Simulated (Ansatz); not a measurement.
# B on Pd(111): change of the work function, part 2 of 2

Wanted: Δφ(θ) for B/Pd(111), starting from the fcc site.

Ansatz 0.2.0; plane-wave DFT, PBE, Ansatz PAW.

So far, work function, upper face (eV): step 2 (the clean slab) 5.27; step 3 (37 atoms, coverage 0.111 ML, cell 3x3) 5.33; step 4 (17 atoms, coverage 0.25 ML, cell 2x2) 5.40.

**5. Adsorbate added, k-mesh 6×6×1, coverage 0.5 ML**

System of this step: BPd8 (B/Pd(111)). The cell holds 18 atoms: 16 Pd and 2 B. Its edges and angles: a = 5.501 Å, b = 5.501 Å, c = 26.503 Å, α = 90.0°, β = 90.0°, γ = 60.0°. Vacuum lies along c.

The input, input.yaml:

```yaml
crystal:
  lattice:
    - [5.5012907577, 0.0, 0.0]
    - [2.7506453788, 4.7642575497, 0.0]
    - [0.0, 0.0, 26.5030578814]
  atoms:
    - { symbol: Pd, position: [0.0, 0.0, 0.3395834564] }
    - { symbol: Pd, position: [0.1666666667, 0.1666666667, 0.4243243402] }
    - { symbol: Pd, position: [0.3333333333, 0.3333333333, 0.5108800972] }
    - { symbol: Pd, position: [0.0, 0.0, 0.5978034842] }
    - { symbol: Pd, position: [0.0, 0.5, 0.3395834564] }
    - { symbol: Pd, position: [0.1666666667, 0.6666666667, 0.4243243402] }
    - { symbol: Pd, position: [0.3333333333, 0.8333333333, 0.5108800972] }
    - { symbol: Pd, position: [0.0, 0.5, 0.5978034842] }
    - { symbol: Pd, position: [0.5, 0.0, 0.3395834564] }
    - { symbol: Pd, position: [0.6666666667, 0.1666666667, 0.4243243402] }
    - { symbol: Pd, position: [0.8333333333, 0.3333333333, 0.5108800972] }
    - { symbol: Pd, position: [0.5, 0.0, 0.5978034842] }
    - { symbol: Pd, position: [0.5, 0.5, 0.3395834564] }
    - { symbol: Pd, position: [0.6666666667, 0.6666666667, 0.4243243402] }
    - { symbol: Pd, position: [0.8333333333, 0.8333333333, 0.5108800972] }
    - { symbol: Pd, position: [0.5, 0.5, 0.5978034842] }
    - { symbol: B, position: [0.1666666667, 0.1666666667, 0.6604165436] }
    - { symbol: B, position: [0.6666666667, 0.1666666667, 0.6604165436] }
kpoints:
  mp_grid: { grid: [6, 6, 1] }
hamiltonian:
  xc: pbe
scf:
  occupations: { method: fermi_dirac, width: 0.1 }
  convergence: { dr2_threshold: 1.0e-08 }
efield:
  axis: 3
  dipole_correction: true
  ramp_position: 0.97
  ramp_width: 0.06
relax:
  f_tol: 0.02
  max_steps: 60
  constraints: [{ sites: [0, 1, 4, 5, 8, 9, 12, 13] }]
output:
  dos: { projected: true, e_range: [-8, 4] }
  write_potential: true
  write_density: true
  volumetric_format: npy
  elf: true
```

Started as:

```console
> ansatz run input.yaml --threads 4 --pin off --max-ram 16384MiB --backend cpu --events-out ev --progress --plain --runs-dir out
```

It took 5.6 min on 4 threads of Arm Neoverse V1, shared host; peak memory 3.3 GiB; 22 min of CPU time.

Relaxation path:

```
step  energy less that of the first step (eV)  largest force component (eV/Å)
   1                                   0.0000                          2.8497
   2                                  -1.5224                          1.8599
   3                                  -1.8790                          1.1992
   4                                  -1.9705                          0.2671
   5                                  -1.9766                          0.0323
   6                                  -1.9769                          0.0018
```

Forces are held to the 4 operations that the program found; a distortion that breaks them can't arise in this run.

The atoms that moved most (Å):

| atom | dx | dy | dz | length |
| --- | --- | --- | --- | --- |
| B18 | 0.000 | 0.038 | -0.395 | 0.397 |
| B17 | 0.000 | 0.038 | -0.395 | 0.397 |
| Pd4 | 0.000 | -0.125 | 0.172 | 0.213 |
| Pd12 | 0.000 | -0.125 | 0.172 | 0.213 |
| Pd16 | 0.000 | -0.068 | 0.057 | 0.089 |
| Pd8 | 0.000 | -0.068 | 0.057 | 0.089 |
| Pd15 | 0.000 | -0.009 | 0.043 | 0.044 |
| Pd7 | 0.000 | -0.009 | 0.043 | 0.044 |

The relaxed structure:

```cif
data_structure
_symmetry_space_group_name_H-M 'P 1'
_symmetry_Int_Tables_number 1
_cell_length_a 5.5013
_cell_length_b 5.5013
_cell_length_c 26.5031
_cell_angle_alpha 90.000
_cell_angle_beta 90.000
_cell_angle_gamma 60.000
_cell_volume 694.63
loop_
_atom_site_label
_atom_site_type_symbol
_atom_site_fract_x
_atom_site_fract_y
_atom_site_fract_z
_atom_site_occupancy
Pd1 Pd 0.00000 0.00000 0.33958 1
Pd2 Pd 0.16667 0.16667 0.42432 1
Pd3 Pd 0.33495 0.33010 0.51067 1
Pd4 Pd 0.01317 0.97366 0.60431 1
Pd5 Pd 0.00000 0.50000 0.33958 1
Pd6 Pd 0.16667 0.66667 0.42432 1
Pd7 Pd 0.33429 0.83142 0.51251 1
Pd8 Pd 0.00715 0.48570 0.59994 1
Pd9 Pd 0.50000 0.00000 0.33958 1
Pd10 Pd 0.66667 0.16667 0.42432 1
Pd11 Pd 0.83495 0.33010 0.51067 1
Pd12 Pd 0.51317 0.97366 0.60431 1
Pd13 Pd 0.50000 0.50000 0.33958 1
Pd14 Pd 0.66667 0.66667 0.42432 1
Pd15 Pd 0.83429 0.83142 0.51251 1
Pd16 Pd 0.50715 0.48570 0.59994 1
B17 B 0.16270 0.17459 0.64550 1
B18 B 0.66270 0.17459 0.64550 1
```

The density of states has structure finer than the step of the table below, so its rows give means over 0.5 eV. Peaks (eV: height): -4.06: 44.4, -3.58: 68.5, -2.95: 48.0, -2.77: 50.8, -2.50: 46.0, -2.23: 49.5, -1.26: 45.0.

Table of density of states by energy, zero at the Fermi level; means over each step:

energy (eV), density of states (states/eV a cell) and a bar:
```
     -7.5        1.0 #
     -7.0        0.0 
     -6.5        0.3 
     -6.0        2.1 ##
     -5.5        7.7 ######
     -5.0       13.2 ###########
     -4.5       32.2 ##########################
     -4.0       32.1 ##########################
     -3.5       27.6 ######################
     -3.0       31.2 #########################
     -2.5       37.2 ##############################
     -2.0       33.8 ###########################
     -1.5       30.6 #########################
     -1.0       30.4 #########################
     -0.5       30.8 #########################
      0.0       25.4 ####################
      0.5        5.2 ####
      1.0        6.9 ######
      1.5        6.6 #####
```

The relaxation took 6 steps and lowered the energy by 2.0 eV; the largest force on the free atoms ends at 0.0018 eV/Å.

The covered face has 5.04 eV, -0.22 eV against the clean one; the bare back face has moved by -0.02 eV, a measure of how thin the slab is.

**6. The covered slab, k-mesh 12×12×1, coverage 1 ML**

System of this step: BPd4 (B/Pd(111)). The cell holds 5 atoms: 4 Pd and 1 B. Cell: a = 2.751 Å, b = 2.751 Å, c = 26.503 Å, α = 90.0°, β = 90.0°, γ = 60.0°. Vacuum lies along c.

input.yaml, the sections that differ from step 5:

```yaml
crystal:
  lattice:
    - [2.7506453788, 0.0, 0.0]
    - [1.3753226894, 2.3821287749, 0.0]
    - [0.0, 0.0, 26.5030578814]
  atoms:
    - { symbol: Pd, position: [0.0, 0.0, 0.3395834564] }
    - { symbol: Pd, position: [0.3333333333, 0.3333333333, 0.4243243402] }
    - { symbol: Pd, position: [0.6666666667, 0.6666666667, 0.5108800972] }
    - { symbol: Pd, position: [0.0, 0.0, 0.5978034842] }
    - { symbol: B, position: [0.3333333333, 0.3333333333, 0.6604165436] }
kpoints:
  mp_grid: { grid: [12, 12, 1] }
relax:
  f_tol: 0.02
  max_steps: 60
  constraints: [{ sites: [0, 1] }]
output:
  write_potential: true
  write_density: true
  volumetric_format: npy
# hamiltonian, scf, efield: as in step 5
```

It took 18 s on 4 threads; peak memory 0.5 GiB.

Step by step:

```
step  energy less that of the first step (eV)  largest force component (eV/Å)
   1                                   0.0000                          1.8955
   2                                  -0.2180                          1.0200
   3                                  -0.3198                          0.1128
   4                                  -0.3230                          0.0099
```

The run keeps the 6 symmetry operations that the program found, so distortions that break them were not tested.

The atoms that moved most (Å):

```csv
atom,dx,dy,dz,length
B5,0.000,0.000,-0.233,0.233
Pd4,0.000,0.000,0.125,0.125
Pd3,0.000,0.000,0.020,0.020
```

The relaxed structure:

```
Pd B
1.0
     2.75065    0.00000    0.00000
     1.37532    2.38213    0.00000
     0.00000    0.00000   26.50306
Pd B
4 1
Direct
  0.00000 0.00000 0.33958
  0.33333 0.33333 0.42432
  0.66667 0.66667 0.51164
  0.00000 0.00000 0.60251
  0.33333 0.33333 0.65161
```

The relaxation took 4 steps and lowered the energy by 0.32 eV; the largest force on the free atoms ends at 0.0099 eV/Å.

The covered face has 4.87 eV, -0.40 eV against the clean one; the bare back face has moved by +0.01 eV, a measure of how thin the slab is.

**7. Work function against coverage**

This step: plane-wave DFT, PBE, Ansatz PAW; work function against coverage (Ansatz 0.2.0).

The runs are now put side by side.

This step gave:

```
work function of the clean face     : 5.268 eV
largest change of the work function : -0.3976 eV
```

Work function of the covered face against coverage:

| coverage (adsorbates/nm²) | work function of the covered face (eV) |
| --- | --- |
| 0.00 | 5.27 |
| 1.70 | 5.33 |
| 3.82 | 5.40 |
| 7.63 | 5.04 |
| 15.26 | 4.87 |

The dipole per adsorbate comes from the change of the cell's dipole. Coverage, by row:

| coverage (1/nm²) | coverage (ML) | work function (eV) | change (eV) | dipole per adsorbate, positive end outwards (debye) | mean height of the added atoms over the highest substrate atom (Å) |
| --- | --- | --- | --- | --- | --- |
| 1.696 | 0.1111 | 5.326 | 0.05744 | -0.092 | 0.9807 |
| 3.815 | 0.25 | 5.4 | 0.1316 | -0.098 | 1.059 |
| 7.631 | 0.5 | 5.045 | -0.2237 | 0.07 | 1.092 |
| 15.26 | 1 | 4.871 | -0.3976 | 0.071 | 1.301 |

**8. Summary of results**

```
work function of the clean face                        : 5.27 eV
work function at 0.11 ML                               : 5.33 eV
work function at 0.25 ML                               : 5.40 eV
work function at 0.5 ML                                : 5.04 eV
work function at 1 ML                                  : 4.87 eV
dipole per adsorbate at 0.11 ML, positive end outwards : -0.09 D
```

**Reading.** At the lowest coverage B changes the work function of Pd(111) by under 0.15 eV, within the error of so thin a slab; the largest change, -0.40 eV, comes at higher coverage. The slab has 4 layers, at the tabulated experimental lattice constant, one starting site was run, and quantum-size effects of a slab this thin can reach one or two tenths of an eV.

[Long decimals in the printed logs are rounded to 6 places.]

[Logs are printed without paths, hosts, clocks, repeated set-up lines and the standing remarks that a program may print on its own settings, such as how far it seeks lower states.]

[Hosts, paths, dates, database ids (printed as entryN), source tags and the programs' standing remarks are cut or masked in the printed files.]

[Maps of the electrostatic potential energy from Ansatz leave out the sawtooth potential of an applied field or a dipole correction, so their vacuum need not be flat; planar profiles and work functions include it.]

[The density of states shown here was stored with 400 of the rows of the run's finer table, so its peaks can read low, often by over a quarter, or be missed, and its means over a window can be off by a tenth or more.]
